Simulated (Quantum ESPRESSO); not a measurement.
**Ba2Fe2Se2OF2: which magnetic order is lowest**

Aim: find out which collinear order of Ba2Fe2Se2OF2 costs least.

Main program and level: Quantum ESPRESSO 7.5; PBEsol with U = 4.5 eV on Fe d (ortho-atomic projectors); plane waves with GBRV 1.5 PBEsol potentials, no spin-orbit coupling.

**1. Set-up**

Symmetry: I4/mmm, No. 139, tetragonal system. Conventional cell: a = 4.195 Å, b = 4.195 Å, c = 19.522 Å, α = 90.00°, β = 90.00°, γ = 90.00°. Ba has 4 F at 2.62 Å and 1 O at 3.31 Å and 4 Se at 3.35 Å nearest. Nearest to Fe lie 2 O at 2.10 Å and 4 Se at 2.73 Å. Se has 4 Fe at 2.73 Å and 4 Ba at 3.35 Å nearest. Nearest to O lie 4 Fe at 2.10 Å and 2 Ba at 3.31 Å. Nearest to F lie 4 Ba at 2.62 Å. Farther neighbours and most contacts between anions are not listed.

The cell comes from the Crystallography Open Database.

**2. Run 1, typed as ferro ++**

The signs are those of the starting moments on the seeded atoms, the atoms that are given a moment.

File pw.in:

```
&CONTROL
  calculation = 'scf'
  prefix = 'pwscf'
  outdir = './tmp'
  pseudo_dir = './pseudo'
  disk_io = 'nowf'
/
&SYSTEM
  ibrav = 0
  celldm(1) = 8
  nat = 9
  ntyp = 5
  ecutwfc = 40
  ecutrho = 280
  nbnd = 59
  occupations = 'smearing'
  smearing = 'fd'
  degauss = 0.00367493
  nspin = 2
  starting_magnetization(1) = 0
  starting_magnetization(2) = 0.25
  starting_magnetization(3) = 0
  starting_magnetization(4) = 0
  starting_magnetization(5) = 0
/
&ELECTRONS
  conv_thr = 1.8d-08
  electron_maxstep = 150
  mixing_beta = 0.3
/
ATOMIC_SPECIES
Ba    137.3270 ba_pbesol_v1.uspp.F.UPF
Fe     55.8450 fe_pbesol_v1.5.uspp.F.UPF
Se     78.9710 se_pbesol_v1.uspp.F.UPF
O      15.9990 o_pbesol_v1.2.uspp.F.UPF
F      18.9984 f_pbesol_v1.4.uspp.F.UPF
CELL_PARAMETERS alat
  -0.4954153251472    0.4954153251472    2.3057020878090
   0.4954153251472   -0.4954153251472    2.3057020878090
   0.4954153251472    0.4954153251472   -2.3057020878090
ATOMIC_POSITIONS crystal
Ba      0.6694250000    0.6694250000    0.0000000000
Ba      0.3305750000    0.3305750000    0.0000000000
Fe      0.0000000000    0.5000000000    0.5000000000
Fe      0.5000000000    0.0000000000    0.5000000000
Se      0.0898200000    0.0898200000    0.0000000000
Se      0.9101800000    0.9101800000    0.0000000000
O       0.5000000000    0.5000000000    0.0000000000
F       0.2500000000    0.7500000000    0.5000000000
F       0.7500000000    0.2500000000    0.5000000000
K_POINTS automatic
6 6 6 0 0 0
HUBBARD {ortho-atomic}
U Fe-3d 4.5000
```

Command:

```
> OMP_NUM_THREADS=1 mpirun -n 4 pw.x -nk 4 -in pw.in > pw.out
```

The log of the run:

```text
Program PWSCF v.7.5 starts

     Message from routine setup:
     using ibrav=0 with symmetry is DISCOURAGED, use correct ibrav instead

     K-points division:     npool     =       4
     Subspace diagonalization in iterative solution of the eigenvalue problem:

     G-vector sticks info
     --------------------
     sticks:   dense  smooth     PW     G-vecs:    dense   smooth      PW
     Sum        4611    2629    911                91755    39539    8099

     Using Slab Decomposition

     bravais-lattice index     =            0
     lattice parameter (alat)  =       8.0000  a.u.
     unit-cell volume          =    1158.9695 (a.u.)^3
     number of atoms/cell      =            9
     number of atomic types    =            5
     number of electrons       =        84.00
     number of Kohn-Sham states=           59
     kinetic-energy cutoff     =      40.0000  Ry
     charge density cutoff     =     280.0000  Ry
     scf convergence threshold =      1.8E-08
     mixing beta               =       0.3000
     number of iterations used =            8  plain     mixing
     Exchange-correlation= SLA  PW   PSX  PSC
                           (   1   4  10   8   0   0   0)
     Hubbard projectors: ortho-atomic
     Hubbard parameters of DFT+U (Dudarev formulation) in eV:
     U(Fe-3d) =  4.5000

     Internal variables: lda_plus_u =T, lda_plus_u_kind = 0

     Internal variables: orbital_resolved =F, hub_pot_fix =F, apply_U = F

     celldm(1)=   8.000000  celldm(2)=   0.000000  celldm(3)=   0.000000
     celldm(4)=   0.000000  celldm(5)=   0.000000  celldm(6)=   0.000000

     crystal axes: (cart. coord. in units of alat)
               a(1) = (  -0.495415   0.495415   2.305702 )
               a(2) = (   0.495415  -0.495415   2.305702 )
               a(3) = (   0.495415   0.495415  -2.305702 )

     reciprocal axes: (cart. coord. in units 2 pi/alat)
               b(1) = (  0.000000  1.009254  0.216854 )
               b(2) = (  1.009254  0.000000  0.216854 )
               b(3) = (  1.009254  1.009254  0.000000 )

     PseudoPot. # 1 for Ba read from file:
     ba_pbesol_v1.uspp.F.UPF
     Pseudo is Ultrasoft + core correction, Zval = 10.0
     Generated by new atomic code, or converted to UPF format
     Using radial grid of  907 points,  7 beta functions with:
                l(1) =   0
                l(2) =   0
                l(3) =   1
                l(4) =   1
                l(5) =   2
                l(6) =   2
                l(7) =   3
     Q(r) pseudized with  6 coefficients,  rinner =    1.700   1.700   1.700
                                                       1.700   1.700   1.700
                                                       1.700

     PseudoPot. # 2 for Fe read from file:
     fe_pbesol_v1.5.uspp.F.UPF
     Pseudo is Ultrasoft + core correction, Zval = 16.0
     Generated by new atomic code, or converted to UPF format
     Using radial grid of  861 points,  6 beta functions with:
                l(1) =   0
                l(2) =   0
                l(3) =   1
                l(4) =   1
                l(5) =   2
                l(6) =   2
     Q(r) pseudized with  8 coefficients,  rinner =    1.000   1.000   1.000
                                                       1.000   1.000

     PseudoPot. # 3 for Se read from file:
     se_pbesol_v1.uspp.F.UPF
     Pseudo is Ultrasoft + core correction, Zval =  6.0
     Generated by new atomic code, or converted to UPF format
     Using radial grid of  877 points,  6 beta functions with:
                l(1) =   0
                l(2) =   0
                l(3) =   1
                l(4) =   1
                l(5) =   2
                l(6) =   2
     Q(r) pseudized with  8 coefficients,  rinner =    1.300   1.300   1.300
                                                       1.300   1.300

     PseudoPot. # 4 for O  read from file:
     o_pbesol_v1.2.uspp.F.UPF
     Pseudo is Ultrasoft + core correction, Zval =  6.0
     Generated by new atomic code, or converted to UPF format
     Using radial grid of  737 points,  5 beta functions with:
                l(1) =   0
                l(2) =   0
                l(3) =   1
                l(4) =   1
                l(5) =   2
     Q(r) pseudized with  8 coefficients,  rinner =    0.900   0.900   0.900
                                                       0.900   0.900

     PseudoPot. # 5 for F  read from file:
     f_pbesol_v1.4.uspp.F.UPF
     Pseudo is Ultrasoft, Zval =  7.0
     Generated by new atomic code, or converted to UPF format
     Using radial grid of  799 points,  4 beta functions with:
                l(1) =   0
                l(2) =   0
                l(3) =   1
                l(4) =   1
     Q(r) pseudized with  8 coefficients,  rinner =    0.950   0.950   0.950

     atomic species   valence    mass     pseudopotential
     Ba               10.00   137.32700     Ba( 1.00)
     Fe               16.00    55.84500     Fe( 1.00)
     Se                6.00    78.97100     Se( 1.00)
     O                 6.00    15.99900     O ( 1.00)
     F                 7.00    18.99840     F ( 1.00)

     Starting magnetic structure
     atomic species   magnetization
     Ba              0.000
     Fe              0.250
     Se              0.000
     O               0.000
     F               0.000

     16 Sym. Ops., with inversion, found

   Cartesian axes

     site n.     atom                  positions (alat units)
         1        Ba     tau(   1) = (   0.0000000   0.0000000   3.0869892  )
         2        Ba     tau(   2) = (  -0.0000000  -0.0000000   1.5244149  )
         3        Fe     tau(   3) = (   0.4954153   0.0000000   0.0000000  )
         4        Fe     tau(   4) = (   0.0000000   0.4954153   0.0000000  )
         5        Se     tau(   5) = (   0.0000000   0.0000000   0.4141963  )
         6        Se     tau(   6) = (   0.0000000   0.0000000   4.1972079  )
         7        O      tau(   7) = (   0.0000000   0.0000000   2.3057021  )
         8        F      tau(   8) = (   0.4954153   0.0000000   1.1528510  )
         9        F      tau(   9) = (   0.0000000   0.4954153   1.1528510  )

     number of k points=    30  Fermi-Dirac smearing, width (Ry)=  0.0037
                       cart. coord. in units 2pi/alat
        k(    1) = (   0.0000000   0.0000000   0.0000000), wk =   0.0046296
        k(    2) = (   0.1682090   0.1682090   0.0000000), wk =   0.0185185
        k(    3) = (   0.3364181   0.3364181   0.0000000), wk =   0.0185185
        k(    4) = (  -0.5046271  -0.5046271   0.0000000), wk =   0.0092593
        k(    5) = (   0.1682090   0.0000000   0.0361423), wk =   0.0370370
        [... 25 further k-points ...]

     Dense  grid:    91755 G-vectors     FFT dimensions: ( 108, 108, 108)

     Smooth grid:    39539 G-vectors     FFT dimensions: (  80,  80,  80)

     Check: negative core charge=   -0.000013
     Generating pointlists ...
     new r_m :   0.2554 (alat units)  2.0436 (a.u.) for type    1
     new r_m :   0.2044 (alat units)  1.6349 (a.u.) for type    2
     new r_m :   0.2664 (alat units)  2.1310 (a.u.) for type    3
     new r_m :   0.2044 (alat units)  1.6349 (a.u.) for type    4
     new r_m :   0.2554 (alat units)  2.0436 (a.u.) for type    5

     Initial potential from superposition of free atoms

     starting charge      81.9722, renormalised to      84.0000

     negative rho (up, down):  9.842E-02 9.842E-02

     STARTING HUBBARD OCCUPATIONS:

     =================== HUBBARD OCCUPATIONS ===================
     ------------------------ ATOM    3 ------------------------
     Tr[ns(  3)] (up, down, total) =   5.00000  0.00000  5.00000
     Atomic magnetic moment for atom   3 =   5.00000
     [... lines left out ...]
     ------------------------ ATOM    4 ------------------------
     Tr[ns(  4)] (up, down, total) =   5.00000  0.00000  5.00000
     Atomic magnetic moment for atom   4 =   5.00000
     [... lines left out ...]
     Number of occupied Hubbard levels =   10.0000

     Atomic wfc used for Hubbard projectors are orthogonalized

     Starting wfcs are   72 randomized atomic wfcs

     Self-consistent Calculation

     iteration #  1     ecut=    40.00 Ry     beta= 0.30
     Davidson diagonalization with overlap
     ethr =  1.00E-02,  avg # of iterations =  4.7

     =================== HUBBARD OCCUPATIONS ===================
     ------------------------ ATOM    3 ------------------------
     Tr[ns(  3)] (up, down, total) =   4.96325  4.74953  9.71279
     Atomic magnetic moment for atom   3 =   0.21372
     [... lines left out ...]
     ------------------------ ATOM    4 ------------------------
     Tr[ns(  4)] (up, down, total) =   4.96325  4.74953  9.71279
     Atomic magnetic moment for atom   4 =   0.21372
     [... lines left out ...]
     Number of occupied Hubbard levels =   19.4256

     negative rho (up, down):  9.419E-02 9.420E-02

     total energy              =    -818.60531709 Ry
     estimated scf accuracy    <      85.53718519 Ry

     total magnetization       =     0.33 Bohr mag/cell
     absolute magnetization    =     1.45 Bohr mag/cell

     iteration #  2     ecut=    40.00 Ry     beta= 0.30
     Davidson diagonalization with overlap
     ethr =  1.00E-02,  avg # of iterations =  7.3

     negative rho (up, down):  6.943E-02 6.968E-02

     total energy              =    -828.98312185 Ry
     estimated scf accuracy    <     617.04369053 Ry

     total magnetization       =     0.03 Bohr mag/cell
     absolute magnetization    =     0.19 Bohr mag/cell

     iteration #  3     ecut=    40.00 Ry     beta= 0.30
     Davidson diagonalization with overlap
     ethr =  1.00E-02,  avg # of iterations =  7.9

     negative rho (up, down):  7.273E-02 7.286E-02

     total energy              =    -856.94112358 Ry
     estimated scf accuracy    <      13.08838200 Ry

     total magnetization       =     5.34 Bohr mag/cell
     absolute magnetization    =     5.56 Bohr mag/cell

     [... further iterations left out ...]

     iteration # 16     ecut=    40.00 Ry     beta= 0.30
     Davidson diagonalization with overlap
     ethr =  6.40E-10,  avg # of iterations =  2.8

     negative rho (up, down):  8.860E-02 8.881E-02

     total energy              =    -857.24278263 Ry
     estimated scf accuracy    <       0.00000014 Ry

     total magnetization       =     8.00 Bohr mag/cell
     absolute magnetization    =     8.04 Bohr mag/cell

     iteration # 17     ecut=    40.00 Ry     beta= 0.30
     Davidson diagonalization with overlap
     ethr =  1.69E-10,  avg # of iterations =  3.2

     negative rho (up, down):  8.860E-02 8.882E-02

     total energy              =    -857.24278289 Ry
     estimated scf accuracy    <       0.00000006 Ry

     total magnetization       =     8.00 Bohr mag/cell
     absolute magnetization    =     8.04 Bohr mag/cell

     iteration # 18     ecut=    40.00 Ry     beta= 0.30
     Davidson diagonalization with overlap
     ethr =  7.23E-11,  avg # of iterations =  2.3

     negative rho (up, down):  8.860E-02 8.882E-02

     total energy              =    -857.24278301 Ry
     estimated scf accuracy    <       0.00000003 Ry

     total magnetization       =     8.00 Bohr mag/cell
     absolute magnetization    =     8.04 Bohr mag/cell

     iteration # 19     ecut=    40.00 Ry     beta= 0.30
     Davidson diagonalization with overlap
     ethr =  3.78E-11,  avg # of iterations =  2.4

     negative rho (up, down):  8.860E-02 8.882E-02

     Magnetic moment per site  (integrated on atomic sphere of radius R)
     atom   1 (R=0.255)  charge=  6.2528  magn=  0.0087
     atom   2 (R=0.255)  charge=  6.2528  magn=  0.0087
     atom   3 (R=0.204)  charge= 13.3843  magn=  3.4026
     atom   4 (R=0.204)  charge= 13.3843  magn=  3.4026
     atom   5 (R=0.266)  charge=  4.4111  magn=  0.0944
     atom   6 (R=0.266)  charge=  4.4111  magn=  0.0944
     atom   7 (R=0.204)  charge=  5.6698  magn=  0.1879
     atom   8 (R=0.255)  charge=  7.3582  magn=  0.0023
     atom   9 (R=0.255)  charge=  7.3582  magn=  0.0023

     End of self-consistent calculation

     =================== HUBBARD OCCUPATIONS ===================
     ------------------------ ATOM    3 ------------------------
     Tr[ns(  3)] (up, down, total) =   4.92836  1.22441  6.15276
     Atomic magnetic moment for atom   3 =   3.70395
     [... lines left out ...]
     ------------------------ ATOM    4 ------------------------
     Tr[ns(  4)] (up, down, total) =   4.92836  1.22441  6.15276
     Atomic magnetic moment for atom   4 =   3.70395
     [... lines left out ...]
     Number of occupied Hubbard levels =   12.3055

     [... lines left out ...]
     the Fermi energy is     9.4525 ev

!    total energy              =    -857.24278312 Ry
     estimated scf accuracy    <       0.00000001 Ry
     smearing contrib. (-TS)   =      -0.00000000 Ry
     internal energy E=F+TS    =    -857.24278312 Ry

     The total energy is F=E-TS. E is the sum of the following terms:
     one-electron contribution =    -581.01151006 Ry
     hartree contribution      =     330.26141586 Ry
     xc contribution           =    -198.05967444 Ry
     ewald contribution        =    -408.56335361 Ry
     Hubbard energy            =       0.13033914 Ry

     total magnetization       =     8.00 Bohr mag/cell
     absolute magnetization    =     8.04 Bohr mag/cell

     convergence has been achieved in  19 iterations

=------------------------------------------------------------------------------=
   JOB DONE.
=------------------------------------------------------------------------------=
```

It took 12 min on 4 MPI ranks of Intel Xeon Platinum 8488C (Sapphire Rapids), shared host; peak memory 2.3 GiB; 46 min of CPU time.

Spin moment in the atom's sphere by atom:

```
atom  spin moment in the atom's sphere (μB)
 Ba1                                   0.01
 Ba2                                   0.01
 Fe3                                   3.40
 Fe4                                   3.40
 Se5                                   0.09
 Se6                                   0.09
  O7                                   0.19
  F8                                   0.00
  F9                                   0.00
```

This step gave:

* smearing term TS: 3.66e-8 eV
* magnetization: 8 μB
* absolute magnetization: 8.04 μB
* final state: ferromagnetic

(Continued in part 2 of 3.)

[Logs and program files are shortened in this print: banners, set-up blocks, solver, clock and traceback lines can be left out without a mark of their own.]

[Logs are printed without paths, hosts, clocks, repeated set-up lines and the standing remarks that a program may print on its own settings, such as how far it seeks lower states.]

[Hosts, paths, dates, database ids (printed as entryN), source tags and the programs' standing remarks are cut or masked in the printed files.]

[Where a cell is said to come from a database of computed structures, the database is the Materials Project.]
